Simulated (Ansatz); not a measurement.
# KSnCl3 (model cell, started as cubic perovskite with Sn in the octahedra): a soft mode frozen in

Which phase does KSnCl3 (model cell, started as cubic perovskite with Sn in the octahedra) fall into along its unstable mode, and how much energy does it gain?

Calculated with Ansatz 0.2.0; DFT PBEsol, scalar-relativistic, plane waves, PAW; PAW set soft_1.

The structure was built from a prototype and need not be the compound's stable phase.

### 1. Starting point

The structure is cubic, space group Pm-3m (No. 221). The conventional cell has a = 5.482 Å, b = 5.482 Å, c = 5.482 Å, α = 90.00°, β = 90.00°, γ = 90.00°. Nearest to K lie 12 Cl at 3.88 Å. Nearest to Sn lie 6 Cl at 2.74 Å. Nearest to Cl lie 2 Sn at 2.74 Å and 4 K at 3.88 Å. Farther neighbours and most contacts between anions are not listed.

As a file:

```cif
data_structure
_symmetry_space_group_name_H-M 'Pm-3m'
_symmetry_Int_Tables_number 221
_cell_length_a 5.4820
_cell_length_b 5.4820
_cell_length_c 5.4820
_cell_angle_alpha 90.000
_cell_angle_beta 90.000
_cell_angle_gamma 90.000
_cell_volume 164.74
loop_
_atom_site_label
_atom_site_type_symbol
_atom_site_symmetry_multiplicity
_atom_site_Wyckoff_symbol
_atom_site_fract_x
_atom_site_fract_y
_atom_site_fract_z
_atom_site_occupancy
K1 K 1 a 0.00000 0.00000 0.00000 1
Sn1 Sn 1 b 0.50000 0.50000 0.50000 1
Cl1 Cl 3 c 0.50000 0.50000 0.00000 1
```

### 2. Response at finite wavevector

The cell comes from relaxations at this level that are not shown. Stability and thermal properties need the whole zone. Linear response on a 2×2×2 q mesh gives force constants as far as a supercell of that size would, and the tensors from the zone-centre run are typed in so that the long-range dipole term is interpolated apart.

The input, input.yaml:

```yaml
crystal:
  lattice:
    - [5.4819651111, 0.0, 0.0]
    - [0.0, 5.4819651111, 0.0]
    - [0.0, 0.0, 5.4819651111]
  atoms:
    - { symbol: K, position: [0.0, 0.0, 0.0] }
    - { symbol: Sn, position: [0.5, 0.5, 0.5] }
    - { symbol: Cl, position: [0.5, 0.5, 0.0] }
    - { symbol: Cl, position: [0.5, 0.0, 0.5] }
    - { symbol: Cl, position: [0.0, 0.5, 0.5] }
kpoints:
  mp_grid: { grid: [12, 12, 12] }
hamiltonian:
  xc: pbesol
  pseudopotentials: { kind: paw, azcp: { folder: soft_1 }, xc_functional: pbe }
scf:
  occupations: { method: fixed }
output:
  eigenvalues: true
phonons:
  method: dfpt
  qmesh: [2, 2, 2]
  temperatures: { t_max: 1000, t_step: 50 }
  qpath:
    path:
      - [[0.0, 0.0, 0.0], [0.0, 0.5, 0.0], [0.5, 0.5, 0.0], [0.0, 0.0, 0.0], [0.5, 0.5, 0.5], [0.0, 0.5, 0.0]]
      - [[0.5, 0.5, 0.5], [0.5, 0.5, 0.0]]
    npoints: 10
  non_analytic_term:
    high_frequency_dielectric_tensor: [[6.0559, 0.0, 0.0], [0.0, 6.0559, 0.0], [0.0, 0.0, 6.0559]]
    born_effective_charges:
      - { species: K, tensor: [[1.282, 0.0, 0.0], [0.0, 1.282, 0.0], [0.0, 0.0, 1.282]] }
      - { species: Sn, tensor: [[4.596, 0.0, 0.0], [0.0, 4.596, 0.0], [0.0, 0.0, 4.596]] }
      - { species: Cl, tensor: [[-0.5016, 0.0, 0.0], [0.0, -0.5016, 0.0], [0.0, 0.0, -4.8748]] }
      - { species: Cl, tensor: [[-0.5016, 0.0, 0.0], [0.0, -4.8748, 0.0], [0.0, 0.0, -0.5016]] }
      - { species: Cl, tensor: [[-4.8748, 0.0, 0.0], [0.0, -0.5016, 0.0], [0.0, 0.0, -0.5016]] }
    source: "zone-centre run at this cell"
```

Run with:

```
$ ansatz run input.yaml --threads 4 --pin off --max-ram 16384MiB --backend cpu --events-out ev --progress --plain --runs-dir out
```

Numbers of over 12 decimals in the logs are rounded to 6 here.

The log of the run:

```text
Engine: ansatz 0.2.0, aarch64-unknown-linux-gnu
Pseudopotentials: kind: paw
Pseudopotential: K, paw, valence charge 9, recommended cutoff 420 eV (normal), soft_1/K.paw.azcp
Pseudopotential: Sn, paw, valence charge 14, recommended cutoff 420 eV (normal), soft_1/Sn.paw.azcp
Pseudopotential: Cl, paw, valence charge 7, recommended cutoff 420 eV (normal), soft_1/Cl.paw.azcp
Functional definition: PBEsol
  exchange = pbesol_x
  correlation = pbesol_c
Crystal: 5 atoms, lattice volume = 164.744 Å³
Basis set: ecut = 420 eV, 3191 PW (Γ), exchange–correlation on 80×80×80 points (8 copies of the dense FFT grid, shifted against one another)
Bands: 27, of which v1, the nominal top of the filled ones, is band 22 counted from 1 (21 counted from 0)
Symmetry: 48 space group operations
k-points: 84 of 1728
Non-local potential: K, projectors of the file, l = 0: 3, l = 1: 2, l = 2: 2
Non-local potential: Sn, projectors of the file, l = 0: 2, l = 1: 2, l = 2: 2, l = 3: 1
Non-local potential: Cl, projectors of the file, l = 0: 2, l = 1: 2, l = 2: 1
PAW form: soft (Blöchl's): semilocal exchange-correlation on the pseudo side does not see the compensation charge
PAW frozen core: K, regenerated for the run's functional, and the local potential with it (the file was generated under x = pbe(κ = 0.804, μ = 0.219515), c = pbe(β = 0.066725))
PAW frozen core: Sn, regenerated for the run's functional, and the local potential with it (the file was generated under x = pbe(κ = 0.804, μ = 0.219515), c = pbe(β = 0.066725))
PAW frozen core: Cl, regenerated for the run's functional, and the local potential with it (the file was generated under x = pbe(κ = 0.804, μ = 0.219515), c = pbe(β = 0.066725))
PAW one-centre angular grid: K, 110 points (default); XC on 64 Gauss nodes
PAW one-centre angular grid: Sn, 590 points (default); XC on 64 Gauss nodes
PAW one-centre angular grid: Cl, 110 points (default); XC on 64 Gauss nodes
Initial density: superposition of atomic densities (chi_scale 0.1, normalization cell, long waves kept (reshape's long-wave potential 0.01 eV rms))
Initial wavefunctions: pseudopotential atomic-orbital guess
Functional: x = pbesol(κ = 0.804, μ = 0.123457), c = pbesol(β = 0.046)
SCF iter   1: F=—  HF=-10656.276594 eV  |F-HF|=—  |Δ(HF+E_count)|=         —  Δρ=3.42e-2  dr2=2.93e0  ethr=3.10e-3  ⟨swp⟩=5.1  Hψ=9087  notcnv=0  defer=195
preconditioner: auto → Resta (q_TF=auto, 2.189 Å⁻¹)  ε∞=4.7  [insulator: Δε(μ)=0.165 eV  Ē_g=6.768 eV  n_scr=26 (ndim 8)  ℏωp=12.9 eV  f_vac=0.031  ε∞_Penn≈4.7]
SCF iter   2: F=—  HF=-10655.253169 eV  |F-HF|=—  |Δ(HF+E_count)|=    1.02e0  Δρ=1.33e-2  dr2=6.10e-1  ethr=3.10e-3  ⟨swp⟩=3.2  Hψ=5403  notcnv=0  defer=210
SCF iter   3: F=—  HF=-10654.990881 eV  |F-HF|=—  |Δ(HF+E_count)|=   2.62e-1  Δρ=4.82e-3  dr2=8.77e-2  ethr=1.39e-3  ⟨swp⟩=2.9  Hψ=4806  notcnv=0  defer=238
SCF iter   4: F=—  HF=-10654.960244 eV  |F-HF|=—  |Δ(HF+E_count)|=   3.06e-2  Δρ=1.40e-3  dr2=6.89e-3  ethr=1.99e-4  ⟨swp⟩=3.0  Hψ=3948  notcnv=0  defer=245
SCF iter   5: F=—  HF=-10654.960297 eV  |F-HF|=—  |Δ(HF+E_count)|=   5.27e-5  Δρ=3.91e-4  dr2=3.70e-4  ethr=1.57e-5  ⟨swp⟩=3.0  Hψ=3747  notcnv=0  defer=248
SCF iter   6: F=—  HF=-10654.960674 eV  |F-HF|=—  |Δ(HF+E_count)|=   3.78e-4  Δρ=7.95e-5  dr2=1.12e-5  ethr=8.41e-7  ⟨swp⟩=2.9  Hψ=4280  notcnv=0  defer=247
SCF iter   7: F=—  HF=-10654.960692 eV  |F-HF|=—  |Δ(HF+E_count)|=   1.75e-5  Δρ=2.50e-5  dr2=1.39e-6  ethr=2.55e-8  ⟨swp⟩=2.0  Hψ=3984  notcnv=0  defer=243
SCF iter   8: F=—  HF=-10654.960696 eV  |F-HF|=—  |Δ(HF+E_count)|=   3.67e-6  Δρ=5.31e-6  dr2=5.37e-8  ethr=3.16e-9  ⟨swp⟩=2.0  Hψ=4037  notcnv=0  defer=222
SCF iter   9: F=—  HF=-10654.960696 eV  |F-HF|=—  |Δ(HF+E_count)|=   1.43e-7  Δρ=1.14e-6  dr2=3.89e-9  ethr=1.22e-10  ⟨swp⟩=2.0  Hψ=3442  notcnv=0  defer=223
SCF iter  10: F=—  HF=-10654.960696 eV  |F-HF|=—  |Δ(HF+E_count)|=   5.99e-9  Δρ=2.26e-7  dr2=1.93e-10  ethr=8.85e-12  ⟨swp⟩=2.0  Hψ=3515  notcnv=0  defer=223
SCF iter  11: F=-10654.960696 eV  HF=-10654.960696 eV  |F-HF|=1.09e-11  |Δ(HF+E_count)|=  2.18e-11  Δρ=5.29e-8  dr2=6.09e-12  ethr=1.00e-12  ⟨swp⟩=15.9  Hψ=18536  notcnv=0
SCF 1 converged in 11 iterations: F = -10654.960696 eV  dr2 = 6.09e-12
  greatest PAW one-centre occupation: 0.993 electrons in one spin orbital (limit 2), on the Sn atom at site 1 (counted from 0), in its partial waves of l = 2
NSCF: frozen V_eff on 84 k-points
NSCF: frozen V_eff on 343 k-points
DFPT response loops at q = (0, 0, 0) (fractional): preconditioner auto → Resta (q_TF=auto, 2.189 Å⁻¹)  ε∞=10.9 (no band partly filled); β = 1.00, the filter's whole step (`scf.mixing.beta` (0.50) is not read by the response loops at its default; to damp them type it under 1.00, their step now; it binds the ground state too); Broyden in place of MSR1
NSCF: frozen V_eff on 686 k-points
DFPT response loops at q = (0, 0, -0.5) (fractional): mixed as the last ones told, above
NSCF: frozen V_eff on 686 k-points
DFPT response loops at q = (0, -0.5, -0.5) (fractional): mixed as the last ones told, above
NSCF: frozen V_eff on 686 k-points
DFPT response loops at q = (-0.5, -0.5, -0.5) (fractional): mixed as the last ones told, above
SCF converged after 11 iterations
Free energy (F): -10654.960696 eV
Harris-Foulkes:  -10654.960696 eV  (|F-HF|=1.09e-11)
Internal energy: -10654.960696 eV  (E = F + TS)
E sigma→0 (E₀):  -10654.960696 eV
Fermi energy:    4.614290 eV
--- Per-component energies (eV) ---
  E_band       = -364.510813
  E_kinetic    = 876.862078
  E_local      = -3047.792382  (includes V_loc(G=0)·N_el)
  E_nonlocal   = 255.964505
  E_hartree    = 1250.776148
  E_xc         = -577.290954
  E_vxc        = -591.821911  (∫ρ·V_xc dr)
  E_paw        = -6980.489267  (= ΣΔE_a)
  E_vpaw       = -359.276086  (= ΣTr[D̂ρ^β])
  E_aug_tail   = 0.000637  (compensation charges beyond the density's cutoff)
  E_ewald      = -2433.619482
  E_core_change = 0.628021  (= ΣΔE_core)
  E_smearing   = -0.000000  (= −TS)
  E_closure    = -0.000000  (closes the sum)
  Σ components = -10654.960696   (vs F -10654.960696, Δ=0.00e0)
--- Band table (eV; the first three rows and the last of 84) ---
  k-point 0: bands = [... 18 lower, 0.6645, 0.7120, 0.7120, 0.7120, 6.0192, 8.2477, 8.2477, 8.8212, ... 1 higher]
  k-point 1: bands = [... 18 lower, 0.6564, 0.7053, 0.7053, 0.7321, 6.0832, 8.2690, 8.3014, 8.8284, ... 1 higher]
  k-point 2: bands = [... 18 lower, 0.6345, 0.6946, 0.6946, 0.8259, 6.2684, 8.3053, 8.4539, 8.8182, ... 1 higher]
  k-point 83: bands = [... 18 lower, 1.1426, 1.1426, 1.1426, 4.6143, 5.1179, 5.1179, 5.1179, 7.4175, ... 1 higher]
--- Phonons (Γ-DFPT): 4 representative perturbations + reference (Σ response iterations 12) ---
  ASR residual: 4.825e-5 → 0.000e0 eV/Å²; symmetrization residual: 1.462e-5 eV/Å²
  ASR residual per site (eV/Å²): 4.83e-5 4.50e-5 3.75e-5 3.75e-5 3.75e-5
  Γ frequencies (cm⁻¹): -61.26 -61.26 -61.26 -0.79 -0.79 -0.79 0.00 0.00 0.00 61.76 61.76 61.76 93.38 93.38 93.38
--- Phonons (arbitrary-q DFPT): 4 irreducible q on the 2×2×2 mesh ---
  q = [0.0000, 0.0000, 0.0000] (star 1, of the zone-centre solve; hermiticity 1.59e-5, symmetrization 1.16e-11): -61.26 -61.26 -61.26 -0.79 -0.79 -0.79 -0.00 -0.00 0.00 61.76 61.76 61.76 93.38 93.38 93.38
  q = [0.0000, 0.0000, -0.5000] (star 3, 9 solved perturbations in 2646 linear systems a pass and spin channel, the states on 343 of 1728 k-point pairs; hermiticity 4.73e-6, symmetrization 4.17e-12): -53.25 -53.25 -20.57 -20.57 35.74 47.92 48.77 48.77 50.11 50.11 55.07 95.62 95.62 145.65 241.27
  q = [0.0000, -0.5000, -0.5000] (star 3, 9 solved perturbations in 2646 linear systems a pass and spin channel, the states on 343 of 1728 k-point pairs; hermiticity 1.15e-6, symmetrization 1.63e-13): -60.28 -54.58 -54.58 -41.27 37.66 37.66 38.95 56.12 56.12 93.06 98.22 142.23 142.23 217.71 246.39
  q = [-0.5000, -0.5000, -0.5000] (star 1, 4 solved perturbations in 931 linear systems a pass and spin channel, the states on 343 of 1728 k-point pairs; hermiticity 1.15e-6, symmetrization 1.86e-11): -60.22 -60.22 -60.22 -54.44 -54.44 -54.44 97.11 97.11 97.11 134.00 134.00 134.00 217.62 217.62 251.12
  sum rule: each row above includes the acoustic sum rule's correction from the zone centre's row sums; it moved no ω² by more than (0.58 cm⁻¹)²
  mesh force constants: q→R imaginary residual 6.82e-18; ASR residual 4.825e-5 → 0.000e0 eV/Å²; symmetrization residual 3.109e-15 eV/Å²
  interpolated dispersion: 63 rows × 15 modes
  density of states and harmonic sums: on the 12×12×12 q-mesh, interpolated from the force constants of a 2×2×2 supercell (with the dipole–dipole term of supplied tensors)
  largest difference from the sums on the solved wave vectors: F 3.76e-2 eV, S 4.68e-5 and C_V 3.94e-5 eV/K
  zero-point energy: 0.064947 eV/cell   skipped modes (ω ≤ 0): 420, of them read as no rigid motion or as one in doubt: 417 (4.980e0 modes/cell left out, lowest -61.26 cm⁻¹)   left out of the sums: 3.32e-1 of the cell's modes: C_V's classical limit lies that fraction below 3 k_B per atom; for a crystal, a wire or a layer, F and S can be off by more, and a phonons.interpolated_qmesh denser along its periods is the remedy for the sampling
```

Elapsed: 14 min, on 4 threads of Arm Neoverse V1, shared host; peak memory 3.4 GiB; 54 min of CPU time.

In the SCF lines HF is the Harris–Foulkes energy and dr2 the Hartree energy of the density residual, in eV; the loop may stop once dr2 is under the threshold and the program's other checks hold. Hψ counts applications of the Hamiltonian.

This step gave:

```yaml
gap_on_the_k_mesh: 0.5036 eV
volume_per_atom: 32.95 Å³
sum_rule_residual_before_enforcement: 4.83e-5 eV/Å²
lowest_frequency_on_the_path: -61.26 cm⁻¹
point_group: m-3m
highest_frequency_on_the_path_or_at_a_solved_wavevector: 251.1 cm⁻¹
highest_optical_mode_at_the_zone_centre_no_lo_to_term: 93.38 cm⁻¹
lowest_optical_zone_centre_mode: -61.26 cm⁻¹
lowest_mode_on_the_q_mesh_acoustic_modes_at_gamma_apart: -61.26 cm⁻¹
```

Frequencies (cm⁻¹) solved at each irreducible wavevector; negative means imaginary. Frequencies by wavevector, by row:

```csv
q in reciprocal lattice units,star,mode 1,mode 2,mode 3,mode 4,mode 13,mode 14,mode 15
0 0 0,1,-61.3,-61.3,-61.3,-0.8,93.4,93.4,93.4
0 0 -0.5,3,-53.2,-53.2,-20.6,-20.6,95.6,145.7,241.3
0 -0.5 -0.5,3,-60.3,-54.6,-54.6,-41.3,142.2,217.7,246.4
-0.5 -0.5 -0.5,1,-60.2,-60.2,-60.2,-54.4,217.6,217.6,251.1
```

Interpolated from a 2×2×2 q mesh, with the LO-TO term (at Γ the limit along the path; where Γ stands inside the path, tables give the limit on arrival). Phonon branches along the path, in cm⁻¹:

```csv
point,branch 1,branch 2,branch 3,branch 4,branch 12,branch 13,branch 14,branch 15
Γ,-61,-61,-59,-1,68,93,93,229
halfway,-58,-58,-29,-13,94,94,111,235
X,-53,-53,-21,-21,96,96,146,241
halfway,-55,-48,-43,-36,111,144,171,241
M,-60,-55,-55,-41,142,142,218,246
halfway,-54,-54,-35,-32,109,110,155,228
Γ,-61,-61,-59,-1,68,93,93,229
halfway,-54,-54,-42,-33,109,159,159,223
R,-60,-60,-60,-54,134,218,218,251
halfway,-54,-52,-49,-42,141,162,179,240
X,-53,-53,-21,-21,96,96,146,241
jump to R,-60,-60,-60,-54,134,218,218,251
halfway,-60,-55,-55,-48,138,169,218,246
M,-60,-55,-55,-41,142,142,218,246
```

Symmetry leaves 4 wavevectors to solve. The lowest mode among them, the acoustic zeros apart, lies at Γ and is imaginary, 61.3i cm⁻¹, so the energy falls along it.

### 3. The mode frozen in, largest atomic shift 0 Å

The mode followed lies at Γ with frequency 61.3i cm⁻¹ and is 3-fold degenerate, the softest among the wavevectors solved. At small amplitude the distorted cell has space group no. 99 by a symmetry search on the positions. The undistorted cell that holds it gives the zero of energy on the same k mesh.

input.yaml, the sections that differ from step 2:

```yaml
scf:
  occupations: { method: gaussian, width: 0.02 }
output:
  forces: true
  stress: true
  eigenvalues: true
# crystal, kpoints, hamiltonian: as in step 2
# phonons: removed
```

The log of the run:

```text
[...]
Crystal: 5 atoms, lattice volume = 164.744 Å³
Basis set: ecut = 420 eV, 3191 PW (Γ), exchange–correlation on 80×80×80 points (8 copies of the dense FFT grid, shifted against one another)
Bands: 27, of which v1, the nominal top of the filled ones, is band 22 counted from 1 (21 counted from 0)
Symmetry: 48 space group operations
[...]
k-points: 84 of 1728
[...]
k-point 0: bands = [... 18 lower, 0.6646, 0.7121, 0.7121, 0.7121, 6.0193, 8.2477, 8.2477, 8.8214, ... 1 higher]
  k-point 1: bands = [... 18 lower, 0.6565, 0.7054, 0.7054, 0.7321, 6.0834, 8.2690, 8.3013, 8.8286, ... 1 higher]
  k-point 2: bands = [... 18 lower, 0.6346, 0.6946, 0.6946, 0.8259, 6.2686, 8.3053, 8.4538, 8.8183, ... 1 higher]
  k-point 83: bands = [... 18 lower, 1.1426, 1.1426, 1.1426, 4.6144, 5.1180, 5.1180, 5.1180, 7.4178, ... 1 higher]
[key lines of the parts left out:]
SCF converged after 8 iterations
Free energy (F): -10654.960696 eV
Fermi energy:    4.865782 eV
P = ⅓ Tr σ = 0.0001 GPa (0.001 kbar)
```

The job ended after 7.3 s (4 threads; peak memory 0.61 GiB).

This step gave:

```
pressure                         : 1.14e-4 GPa
energy from the undistorted cell : 0 meV/atom
```

At this level the gap is 0.50 eV on the k-mesh of the self-consistent run, which can miss the band edges.

### 4. The mode frozen in, largest atomic shift 0.6 Å

The atoms are moved along the unstable eigenvector, the largest shift by 0.6 Å, with the cell fixed.

input.yaml, the sections that differ from step 3:

```yaml
crystal:
  lattice:
    - [5.4819651111, 0.0, 0.0]
    - [0.0, 5.4819651111, 0.0]
    - [0.0, 0.0, 5.4819651111]
  atoms:
    - { symbol: K, position: [0.0, -0.1094498027, 0.0] }
    - { symbol: Sn, position: [0.5, 0.5061124341, 0.5] }
    - { symbol: Cl, position: [0.5, 0.5537345018, 0.0] }
    - { symbol: Cl, position: [0.5, -0.0072237519, 0.5] }
    - { symbol: Cl, position: [0.0, 0.5537345018, 0.5] }
# kpoints, hamiltonian, scf, output: as in step 3
```

The log of the run:

```text
[...]
Crystal: 5 atoms, lattice volume = 164.744 Å³
Basis set: ecut = 420 eV, 3191 PW (Γ), exchange–correlation on 80×80×80 points (8 copies of the dense FFT grid, shifted against one another)
Bands: 27, of which v1, the nominal top of the filled ones, is band 22 counted from 1 (21 counted from 0)
Symmetry: 8 space group operations
[...]
k-point 0: bands = [... 18 lower, 0.5198, 0.6921, 0.7712, 0.7712, 6.1811, 8.5437, 8.5811, 8.5811, ... 1 higher]
  k-point 1: bands = [... 18 lower, 0.5038, 0.6408, 0.7708, 0.8371, 6.2403, 8.3506, 8.5306, 8.6364, ... 1 higher]
  k-point 2: bands = [... 18 lower, 0.4913, 0.6085, 0.7696, 0.9493, 6.4105, 8.0394, 8.4925, 8.6778, ... 1 higher]
  k-point 195: bands = [... 18 lower, 0.8950, 1.1204, 1.1204, 3.8962, 5.0499, 5.0499, 5.6772, 7.5342, ... 1 higher]
[key lines of the parts left out:]
SCF converged after 9 iterations
Free energy (F): -10655.041339 eV
Fermi energy:    4.472913 eV
P = ⅓ Tr σ = 0.3799 GPa (3.799 kbar)
```

Elapsed: 28 s, on 4 threads; peak memory 0.88 GiB.

This step gave:

* pressure: 0.3799 GPa
* gap on the k-mesh: 1.154 eV
* energy from the undistorted cell: -16.13 meV/atom

The energy, extrapolated to zero smearing, is -16.13 meV/atom against the undistorted cell.

The run ends at a pressure of 0.38 GPa, with forces up to 0.083 eV/Å.

### 5. Energy along the mode, all amplitudes (two of the runs are shown above)

An imaginary frequency means negative curvature, so the energy should fall and then rise again as anharmonic terms take over.

Numbers from this step:

* depth at the lowest point sampled: 16.13 meV/atom
* largest atomic shift at that point: 0.6 Å

The energy from the parent by largest atomic shift:

```csv
largest atomic shift (Å),energy from the parent (meV/atom)
0.000,0
0.040,-0.125
0.080,-0.496
0.140,-1.49
0.220,-3.55
0.320,-6.96
0.450,-11.9
0.600,-16.1
```

Displacement at unit largest shift by atom:

```csv
atom,x (Å),y (Å),z (Å),size
K1,0.00,-1.00,0.00,1.00
Sn2,0.00,0.06,0.00,0.06
Cl3,0.00,0.49,0.00,0.49
Cl4,0.00,-0.07,0.00,0.07
Cl5,0.00,0.49,0.00,0.49
```

The lowest of the steps tried is the last one, at 0.6 Å, 16.1 meV/atom below the parent; the bottom of the well need not coincide with a step.

(Part 1 of 3 ends here.)

[Logs are printed without paths, hosts, clocks, repeated set-up lines and the standing remarks that a program may print on its own settings, such as how far it seeks lower states.]

[Hosts, paths, dates, database ids (printed as entryN), source tags and the programs' standing remarks are cut or masked in the printed files.]
